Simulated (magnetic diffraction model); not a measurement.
# Which magnetic order? TbBi2Ru2

Space group I4/mmm (no. 139), a = 4.4850 Å, c = 11.5560 Å.

| site | atom | x | y | z |
| --- | --- | --- | --- | --- |
| 4e | Bi | 1/2 | 1/2 | 0.1371 |
| 2a | Tb | 0 | 0 | 0 |
| 4d | Ru | 1/2 | 0 | 1/4 |

This is a made-up structure (elements placed in a structure type, unrelaxed), so the numbers test the method and describe no known phase.

Only Tb is taken to order (form factors of Tb3+); orders and moment sizes are assumed, and not adapted to the symmetry. Radiation: neutrons of λ = 2.41 Å, 2° to 95°; isotropic B of 0.43 Å² (Bi), 0.41 Å² (Tb) and 0.44 Å² (Ru). Simulated constant-wavelength pattern: nuclear and magnetic terms add, the magnetic one as |2.695 fm × Σ f S⊥ exp(2πi Q·r) exp(−B s²)|², summed over all Q at one angle with the factor 1/(sin²θ cos θ). For a modulated order the moment at position r is S exp(−2πi k·r) + c.c., with S = m/2 for a sine wave of amplitude m and S = m(u + iv)/2 for moments turning in a plane, u and v being orthogonal unit vectors in it; the phase factor of the sum at Q = H + k is then exp(2πi H·r). Free-ion form factors, Sears's scattering lengths of 1992, no absorption; a label names one of the reflections at its angle. The strongest nuclear line in the range is 100, and lines under 0.2 are left out.

Above the ordering temperature:

```tsv
2θ (°)	index	I
24.07	(0 0 2)	16.6
33.50	(1 0 1)	5.8
44.66	(1 1 0)	13.2
48.71	(1 0 3)	100.0
49.30	(0 0 4)	1.4
51.37	(1 1 2)	67.9
65.01	(2 0 0)	96.9
68.70	(1 1 4)	63.5
70.39	(2 0 2)	10.0
71.82	(1 0 5)	22.6
75.14	(2 1 1)	3.0
85.27	(2 1 3)	88.0
85.72	(2 0 4)	2.4
94.11	(1 1 6)	70.5
```

Below it (cell unchanged):

```
2θ (°)      I
 13.08   35.8
 21.51   25.9
 24.07   16.6
 27.49   15.5
 33.50    5.8
 36.11    4.3
 36.12    2.1
 40.85    6.6
 43.88    5.4
 44.66   13.2
 46.73    4.9
 48.71  100.0
 49.30    1.4
 50.10    2.1
 50.66    4.9
 51.24    4.0
 51.37   67.9
 55.74    2.2
 56.33    3.2
 59.23    2.8
 61.58    3.8
 61.62    3.8
 62.63    3.7
 65.01   96.9
 65.89    2.2
 68.70   63.5
 69.34    0.4
 70.39   10.0
 71.82   22.6
 71.97    0.6
 72.46    2.8
 72.93    1.8
 73.38    2.8
 75.14    3.0
 77.59    2.5
 78.98    1.5
```
(The table stops after 36 lines; 16 more lie at higher angle.)

**Question.** Check that the new lines index with k = (0 0.424 0), then choose among these models:
A. moments turning in the plane of [001] and [100], 5.6 μB on Tb
B. a sine wave with moments along [010] (amplitudes given), 5.6 μB on Tb
C. a sine wave with moments along [001] (amplitudes given), 5.6 μB on Tb
D. a sine wave with moments along [100] (amplitudes given), 5.6 μB on Tb

The new lines index as (0 0.424 0) at 13.08°, (0 0.576 1) at 21.51°, (0 0.424 2) at 27.49° and (1 0.424 1) at 36.11°, that is as H ± k with k = (0 0.424 0), one of 2 inequivalent arms of its star (k and −k counted as one), which a powder can't tell apart. Satellites come in pairs about each point of the reciprocal lattice.

Magnetic intensity, observed (below minus above) and for each model:

| 2θ (°) | index | observed | A | B | C | D |
| --- | --- | --- | --- | --- | --- | --- |
| 13.08 | (0 0.424 0) | 35.8 | 71.5 | <0.2 | 35.8 | 35.8 |
| 21.51 | (0 0.576 1) | 25.9 | 43.6 | 8.1 | 17.8 | 25.9 |
| 27.49 | (0 0.424 2) | 15.5 | 19.0 | 11.9 | 3.6 | 15.5 |
| 36.11 | (1 0.424 1) | 4.3 | 19.6 | 14.9 | 15.3 | 4.3 |
| 36.12 | (1 0.576 0) | 2.1 | 10.8 | 6.5 | 8.6 | 2.1 |
| 43.88 | (1 0.576 2) | 5.4 | 13.2 | 9.3 | 7.7 | 5.4 |
| 46.73 | (0 1.424 1) | 4.9 | 9.4 | 0.3 | 4.5 | 4.9 |
| 61.62 | (1 1.576 1) | 3.8 | 8.7 | 1.6 | 5.0 | 3.8 |

Model D matches.

The structure used: k = (0 0.424 0), a sine wave with moments along [100] (amplitudes given), 5.6 μB on Tb.

[Logs are printed without paths, hosts, clocks, repeated set-up lines and the standing remarks that a program may print on its own settings, such as how far it seeks lower states.]
